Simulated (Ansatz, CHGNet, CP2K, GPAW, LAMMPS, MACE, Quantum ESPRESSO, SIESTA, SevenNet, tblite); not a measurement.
**CP2K runs on glassy 74TiO2-26ZrO2 (mol %) (105 atoms)**

How do the settings of CP2K change the result for glassy 74TiO2-26ZrO2 (mol %) (105 atoms)? A plane-wave run serves as the yardstick.

Calculated with CP2K 2026.2; the method is named at each step.

### Step 1. Starting point

The cell holds 105 atoms: 26 Ti, 9 Zr and 70 O. Cell: a = 11.023 Å, b = 11.023 Å, c = 11.023 Å, α = 90.0°, β = 90.0°, γ = 90.0°. 105 atoms (26 Ti, 9 Zr, 70 O) placed at random at 3.98 g/cm³, melted at 4000 K for 10 ps at fixed volume with the Morse and Coulomb pair potential with partial charges (Pedone, Malavasi, Menziani, Cormack and Segre, J. Phys. Chem. B 110, 11780 (2006)). Quenched from 4000 K to 300 K at 50 K/ps and fixed volume, held 10 ps at zero pressure, then minimised at fixed cell.

The yardstick, on the same geometry:

```
method                                           : Kohn-Sham DFT, PBE, SSSP efficiency 1.3.0 pseudopotentials, plane waves (Quantum ESPRESSO 7.5); sssp-pbe-1.3.0-efficiency, cutoffs 60/480 Ry, Γ point
r.m.s. force component                           : 0.597 eV/Å
longest force                                    : 2.513 eV/Å
pressure                                         : 0.62 GPa
gap (highest filled to lowest empty level) : 2.446 eV
time                                             : 21 min on 2 MPI ranks of Arm Neoverse V1, shared host
CPU time                                         : 42 min
```

### Step 2. PBE, DZVP-MOLOPT-SR, 800/50 Ry, diagonalisation

Method: Kohn-Sham DFT, PBE, GTH-PBE pseudopotentials, Gaussian and plane waves, DZVP-MOLOPT-SR-GTH, diagonalisation.

Contents of input.inp:

```
&GLOBAL
  PROJECT cell
  RUN_TYPE ENERGY_FORCE
  PRINT_LEVEL LOW
&END GLOBAL
&FORCE_EVAL
  METHOD QS
  STRESS_TENSOR ANALYTICAL
  &DFT
    BASIS_SET_FILE_NAME BASIS_MOLOPT
    POTENTIAL_FILE_NAME GTH_POTENTIALS
    &MGRID
      CUTOFF 800
      REL_CUTOFF 50
      NGRIDS 5
    &END MGRID
    &QS
      EPS_DEFAULT 1.0E-12
    &END QS
    &SCF
      SCF_GUESS ATOMIC
      EPS_SCF 5.0E-06
      MAX_SCF 200
      ADDED_MOS 14
      &DIAGONALIZATION
        ALGORITHM STANDARD
      &END DIAGONALIZATION
      &SMEAR ON
        METHOD FERMI_DIRAC
        ELECTRONIC_TEMPERATURE [K] 580
      &END SMEAR
      &MIXING
        METHOD BROYDEN_MIXING
        ALPHA 0.3
        NBROYDEN 12
      &END MIXING
      &PRINT
        &RESTART OFF
        &END RESTART
      &END PRINT
    &END SCF
    &XC
      &XC_FUNCTIONAL PBE
      &END XC_FUNCTIONAL
    &END XC
    &PRINT
      &MULLIKEN ON
      &END MULLIKEN
      &HIRSHFELD ON
        SHAPE_FUNCTION DENSITY
      &END HIRSHFELD
      &MO ON
        EIGENVALUES T
        OCCUPATION_NUMBERS T
        MO_INDEX_RANGE 409 432
        &EACH
          QS_SCF 0
        &END EACH
        ADD_LAST NUMERIC
      &END MO
    &END PRINT
  &END DFT
  &SUBSYS
    &CELL
      A 11.02260 0.00000 0.00000
      B 0.00000 11.02260 0.00000
      C 0.00000 0.00000 11.02260
    &END CELL
    &COORD
      Ti 6.11346 7.98213 3.61365
      Ti 3.83090 11.00518 0.94034
      Ti 2.65457 2.68962 0.78018
      Ti 10.88372 8.10326 4.37917
      Ti 2.85673 8.70664 9.59506
      Ti 7.44863 4.20347 9.13597
      Ti 3.78141 0.54408 7.58190
      Ti 9.22371 6.37580 10.25741
      Ti 6.64872 2.29987 1.37099
      Ti 2.86257 3.84171 8.30773
      Ti 6.80436 0.63567 9.20211
      Ti 10.17981 0.95952 7.94994
      Ti 6.24926 7.74415 8.82822
      Ti 0.62410 7.36828 1.08385
      Ti 8.06050 9.86710 6.52637
      Ti 1.73507 1.45862 5.55087
      Ti 10.99780 3.73258 9.84417
      Ti 4.49447 3.71043 3.64451
      Ti 9.85476 9.93731 10.44557
      Ti 3.45327 6.90367 1.64380
      Ti 8.83803 2.97632 5.31499
      Ti 0.91157 9.68038 7.52237
      Ti 6.85870 9.23143 0.59412
      Ti 5.96301 3.08269 6.86895
      Ti 6.44227 5.66870 1.01419
      Ti 10.07355 2.67309 2.07280
      Zr 0.88258 10.64232 2.36776
      Zr 7.98554 6.32918 6.29699
      Zr 8.98121 5.84032 3.06627
      Zr 0.88798 6.34990 7.13658
      Zr 4.42646 6.07147 5.96598
      Zr 3.31461 9.38718 4.32152
      Zr 5.98825 0.73047 4.68835
      Zr 1.50293 4.79384 3.67901
      Zr 8.58209 10.71595 2.85992
      O 0.76662 0.49822 6.85198
      O 5.35599 9.74607 4.47253
      O 0.25870 9.23815 0.88302
      O 6.20727 6.95735 5.09200
      O 3.55181 5.26814 4.11694
      O 10.47863 7.19908 2.53343
      O 9.43612 8.17271 10.14443
      O 0.47772 8.51099 6.17817
      O 1.82435 1.12232 1.12486
      O 0.16358 10.11709 9.15240
      O 8.93723 0.31205 9.38563
      O 2.69029 3.59127 2.34848
      O 7.37588 4.52720 7.27866
      O 9.64191 10.36356 7.04895
      O 8.54351 5.90216 0.94001
      O 8.36560 2.99638 1.55364
      O 7.03815 2.46509 8.53634
      O 9.25976 4.42800 9.64676
      O 2.78982 5.35809 7.07419
      O 1.61823 3.21254 5.06268
      O 5.22868 4.14218 5.46578
[... 45 atom lines left out ...]
      O 9.46621 2.19184 3.86717
      O 6.90588 6.26932 2.77560
      O 2.46620 7.66159 0.28262
      O 5.36294 10.08116 1.00791
    &END COORD
    &KIND Ti
      BASIS_SET DZVP-MOLOPT-SR-GTH-q12
      POTENTIAL GTH-PBE-q12
    &END KIND
    &KIND Zr
      BASIS_SET DZVP-MOLOPT-SR-GTH-q12
      POTENTIAL GTH-PBE-q12
    &END KIND
    &KIND O
      BASIS_SET DZVP-MOLOPT-SR-GTH-q6
      POTENTIAL GTH-PBE-q6
    &END KIND
  &END SUBSYS
  &PRINT
    &FORCES ON
    &END FORCES
    &STRESS_TENSOR ON
    &END STRESS_TENSOR
  &END PRINT
&END FORCE_EVAL
```

Launch:

```bash
$ OMP_NUM_THREADS=2 cp2k.psmp -i input.inp > output.txt
```

Numbers of over 12 decimals in the logs are rounded to 6 here.

Log:

```text
CP2K| version string:                                       CP2K version 2026.2
 CP2K| Input file name                                                 input.inp
 GLOBAL| Basis set file name                                        BASIS_MOLOPT
 GLOBAL| Potential file name                                      GTH_POTENTIALS
 GLOBAL| Run type                                                   ENERGY_FORCE
 GLOBAL| Total number of message passing processes                             1
 GLOBAL| Number of threads for this process                                    2
 TOTAL NUMBERS AND MAXIMUM NUMBERS
  Total number of            - Atomic kinds:                                   3
                             - Atoms:                                        105
                             - Shell sets:                                   105
                             - Shells:                                       630
                             - Primitive Cartesian functions:                569
                             - Cartesian basis functions:                   2065
                             - Spherical basis functions:                   1820
  Maximum angular momentum of- Orbital basis functions:                        3
                             - Local part of the GTH pseudopotential:          2
                             - Non-local part of the GTH pseudopotential:      4
 SCF PARAMETERS         Density guess:                                    ATOMIC
                        max_scf:                                             200
                        eps_scf:                                        5.00E-06
                        added MOs                                        14    0
                        Mixing method:                            BROYDEN_MIXING
                                                charge density mixing in g-space
                        Smear method:                                FERMI_DIRAC
                        Electronic temperature [K]:                        580.0
                        Electronic temperature [a.u.]:                  1.84E-03
                        Accuracy threshold:                             1.00E-10
 Extrapolation method: initial_guess
 Number of electrons:                                                        840
 Number of occupied orbitals:                                                420
 Number of molecular orbitals:                                               434
 Number of orbital functions:                                               1820
 Number of independent orbital functions:                                   1820
 SCF WAVEFUNCTION OPTIMIZATION
  Step     Update method      Time    Convergence         Total energy    Change
     1 NoMix/Diag. 0.30E+00   19.2     2.03447446     -3068.8460759796 -3.07E+03
     2 Broy./Diag. 0.30E+00   25.6     0.46995104     -2996.1857439024  7.27E+01
     3 Broy./Diag. 0.30E+00   26.7     0.10559948     -3061.2065777806 -6.50E+01
     4 Broy./Diag. 0.30E+00   28.2     0.05786686     -3066.2620859458 -5.06E+00
[...]
15 Broy./Diag. 0.30E+00   26.7     0.00000716     -3066.1032959796 -6.12E-04
    16 Broy./Diag. 0.30E+00   26.6     0.00000280     -3066.1036024379 -3.06E-04
  *** SCF run converged in    16 steps ***
  Electronic density on regular grids:       -839.9999999999        0.0000000001
  Core density on regular grids:              839.9999999997       -0.0000000003
  Total charge density on r-space grids:       -0.0000000003
  Total charge density g-space grids:          -0.0000000003
  Overlap energy of the core charge distribution:               1.255e-10
  Self energy of the core charge distribution:              -6464.071932
  Core Hamiltonian energy:                                   1703.483907
  Hartree energy:                                            2185.063355
  Exchange-correlation energy:                               -490.578932
  Electronic entropic energy:                                  -1.384e-11
  Fermi energy:                                                 0.233362
  Total energy:                                             -3066.103602
  Total energy (extrapolated to T->0):                      -3066.103602
 MO| EIGENVALUES AND OCCUPATION NUMBERS
 MO|
 MO|  Index      Eigenvalue [a.u.]        Eigenvalue [eV]             Occupation
 MO|    409               0.173265               4.714767               2.000000
 MO|    410               0.174403               4.745753               2.000000
 MO|    411               0.176448               4.801390               2.000000
[...]
MO|    431               0.290312               7.899779               0.000000
 MO|    432               0.292977               7.972298               0.000000
 MO| Sum:                                                             840.000000
 MO| E(Fermi):            0.233362 a.u.          6.350096 eV
 !-----------------------------------------------------------------------------!
                     Mulliken Population Analysis
 #  Atom  Element  Kind  Atomic population                           Net charge
       1     Ti       1         10.928101                              1.071899
       2     Ti       1         10.970578                              1.029422
       3     Ti       1         10.911815                              1.088185
[...]
104     O        3          6.637098                             -0.637098
     105     O        3          6.451422                             -0.451422
 # Total charge                            840.000000                  0.000000
 !-----------------------------------------------------------------------------!
 !-----------------------------------------------------------------------------!
                           Hirshfeld Charges
  #Atom  Element  Kind  Ref Charge     Population                    Net charge
      1       Ti     1      12.000         11.414                         0.586
      2       Ti     1      12.000         11.438                         0.562
      3       Ti     1      12.000         11.408                         0.592
[...]
104       O      3       6.000          6.304                        -0.304
    105       O      3       6.000          6.297                        -0.297
  Total Charge                                                            0.000
 !-----------------------------------------------------------------------------!
 ENERGY| Total FORCE_EVAL ( QS ) energy [hartree]          -3066.103620
 FORCES| Atomic forces [hartree/bohr]
 FORCES|   Atom     x               y               z               |f|
 FORCES|      1 -1.83184375E-02  1.10220415E-04 -6.26645821E-03   1.93609349E-02
 FORCES|      2 -1.34422668E-02  4.49753082E-03  1.15897151E-02   1.83096645E-02
 FORCES|      3 -3.34037317E-03 -2.82018702E-02  1.81808670E-02   3.37201350E-02
[...]
FORCES|    104  3.15253380E-04  7.06924367E-03 -1.10038913E-02   1.30827832E-02
 FORCES|    105  4.54782851E-03  4.16856496E-03  5.89596034E-03   8.53358227E-03
 FORCES| Sum    -2.02854016E-03  2.13408494E-03  9.58371679E-06
 FORCES| Total atomic force                                       2.94438204E-03
 STRESS| Analytical stress tensor [bar]
 STRESS|                        x                   y                   z
 STRESS|      x        2.62812415372E+04   5.33123334021E+03  -9.23087634282E+03
 STRESS|      y        5.33123334021E+03   5.97296553386E+02   8.00063938182E+03
 STRESS|      z       -9.23087634282E+03   8.00063938182E+03   1.03029312763E+04
 STRESS| 1/3 Trace                                             1.23938231223E+04
```

Elapsed: 8.8 min, on 2 threads of Arm Neoverse V1, shared host; peak memory 6.1 GiB.

Banners, paths, timers and routine set-up lines are dropped from the logs unmarked, and long logs keep their key lines alone; longer cuts are marked.

Compared with the plane-wave run:

| Property | Result |
| --- | --- |
| r.m.s. force component | 0.6192 eV/Å |
| r.m.s. difference of force components | 35.76 meV/Å |
| longest difference of force vectors | 147.8 meV/Å |
| force difference over r.m.s. force | 5.991 % |
| slope of forces against the reference's | 1.036 |
| correlation of force components | 0.9989 |
| gap (highest filled to lowest empty level) | 2.373 eV |
| gap difference | -0.072 eV |
| pressure | 1.239 GPa |
| pressure difference | 0.6194 GPa |

Length of the force difference by element (eV/Å):

```
element  atoms   mean   most
      O     70  0.060   0.15
     Ti     26  0.051   0.10
     Zr      9  0.056  0.095
```

Levels nearest the highest filled one (eV from it): -0.44, -0.41, -0.35, -0.30, -0.30, -0.26, -0.24, -0.19, -0.16, -0.07, -0.04, 0.00, 2.37, 2.47, 2.50, 2.55, 2.61, 2.64, 2.65, 2.67, 2.69, 2.73, 2.75, 2.82.

Local excerpt of 12 atoms (numbers count through the whole input) about O96, whose charge lies farthest from its element's mean; x, y, z are measured from there.

```csv
atom,x,y,z,distance (Å),bonds,Hirshfeld charge (e),Fx,Fy,Fz (eV/Å)
O96,0.00,0.00,0.00,0.00,2,-0.36,0.24,-0.02,-0.43
Zr30,2.07,0.08,-0.18,2.08,6,0.73,-1.33,0.43,-0.01
Zr28,-1.86,0.06,-1.02,2.12,7,0.70,1.62,0.24,1.36
O94,-0.75,1.06,-2.61,2.91,3,-0.32,-0.44,-0.54,-0.42
O83,2.10,-1.65,1.22,2.94,3,-0.33,0.60,0.77,-0.71
O73,1.87,-0.10,-2.30,2.97,3,-0.34,0.34,0.10,0.07
O69,-2.22,1.98,-0.20,2.98,3,-0.32,-0.81,-2.27,0.94
O43,1.66,2.24,-1.13,3.01,3,-0.30,-0.28,-0.68,-0.39
Ti8,-0.62,0.10,2.94,3.01,5,0.57,-0.55,-0.05,1.15
O48,-2.47,-1.74,-0.03,3.02,3,-0.30,-0.21,0.31,-0.62
O97,-2.26,0.10,2.01,3.03,3,-0.29,-0.99,-0.21,-0.70
O53,-0.58,-1.84,2.33,3.03,3,-0.28,-0.54,-0.40,-0.31
```

Forces lie 6.0 % from the reference's, at 0.37 times its CPU time.

(Part 1 of 2 ends here.)

[Also dropped from logs without a mark: logging warnings of Python, and SIESTA's first energy breakdown and zero terms.]

[Logs are printed without paths, hosts, clocks, repeated set-up lines and the standing remarks that a program may print on its own settings, such as how far it seeks lower states.]

[Hosts, paths, dates, database ids (printed as entryN), source tags and the programs' standing remarks are cut or masked in the printed files.]
